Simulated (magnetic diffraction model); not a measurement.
## Moment size from magnetic intensity in MnH₂S₂

Space group P2_12_12_1 (no. 19), a = 5.5360 Å, b = 5.8370 Å, c = 8.7310 Å.

```csv
site,atom,x,y,z
4a,Mn,0.9654,0.2111,0.8699
4a,S,0.8436,0.9378,0.7740
4a,S,0.7979,0.6022,0.4568
4a,H,0.6599,0.9399,0.7289
4a,H,0.7403,0.5955,0.9045
```

This is a made-up structure (elements placed in a structure type, unrelaxed), so the numbers test the method and describe no known phase.

Only Mn is taken to order (form factors of Mn2+); orders and moment sizes are assumed, and not adapted to the symmetry. Radiation: neutrons of λ = 2.0775 Å, 3° to 40°; isotropic B of 0.87 Å² (Mn), 0.87 Å² (S) and 1.4 Å² (H). The intensities are simulated: I ∝ L Σ (|F_N|² + |F_M⊥|²) for unpolarised neutrons, with F_M = 2.695 fm/μB × Σ f(s) S exp(2πi Q·r) exp(−B s²) at Q = H ± k (one set where k and −k are equivalent), only the part normal to Q counting and L = 1/(sin²θ cos θ). For a modulated order the moment at position r is S exp(−2πi k·r) + c.c., with S = m/2 for a sine wave of amplitude m and S = m(u + iv)/2 for moments turning in a plane, u and v being orthogonal unit vectors in it; the phase factor of the sum at Q = H + k is then exp(2πi H·r). Form factors are spin-only for 3d ions and dipole or tabulated for f ions, scattering lengths are Sears's of 1992, and absorption is left out. A label names one of the reflections at its angle. The strongest nuclear line in the range is 100, and lines under 0.2 are left out.

In a first state the assumed order is k = (0 1/4 0), a sine wave with moments along [010] (amplitudes given), 4.08 μB on Mn; signs + at (0.9654, 0.2111, 0.8699), + at (0.5346, 0.7889, 0.3699), + at (0.4654, 0.2889, 0.1301), + at (0.0346, 0.7111, 0.6301), with this pattern:

```
2θ (°)      index  nuclear  magnetic
 20.60  (0 3/4 1)      0.0     228.8
 24.72    (0 1 1)      9.8       0.0
 25.67    (1 0 1)     18.1       0.0
 26.19  (1 1/4 1)      0.0     648.4
 26.62  (1 3/4 0)      0.0       1.1
 27.53    (0 0 2)     62.4       0.0
 28.02  (0 1/4 2)      0.0       2.2
 29.22  (0 5/4 1)      0.0      49.5
 30.04  (1 3/4 1)      0.0      34.2
 31.66  (0 3/4 2)      0.0      18.2
 33.08    (1 1 1)     61.5       0.0
 33.84  (1 5/4 0)      0.0       0.4
 34.57    (0 1 2)    100.0       0.0
 35.28    (1 0 2)     27.8       0.0
 35.67  (1 1/4 2)      0.0      27.0
 36.65  (1 5/4 1)      0.0      13.6
```
(The table stops after 16 lines; 3 more lie at higher angle.)

**Question.** Nearer the ordering temperature the line at 26.19° has total intensity 58.0 on the same scale, and all moments have shrunk alike. How large is the Mn moment?

The nuclear part, 0.0, stays, so the magnetic part is 58.0 against 648.4. It goes as m², so m = 4.08 × √(58.0/648.4) = 1.22 μB; the value used was 1.22 μB.

[Logs are printed without paths, hosts, clocks, repeated set-up lines and the standing remarks that a program may print on its own settings, such as how far it seeks lower states.]
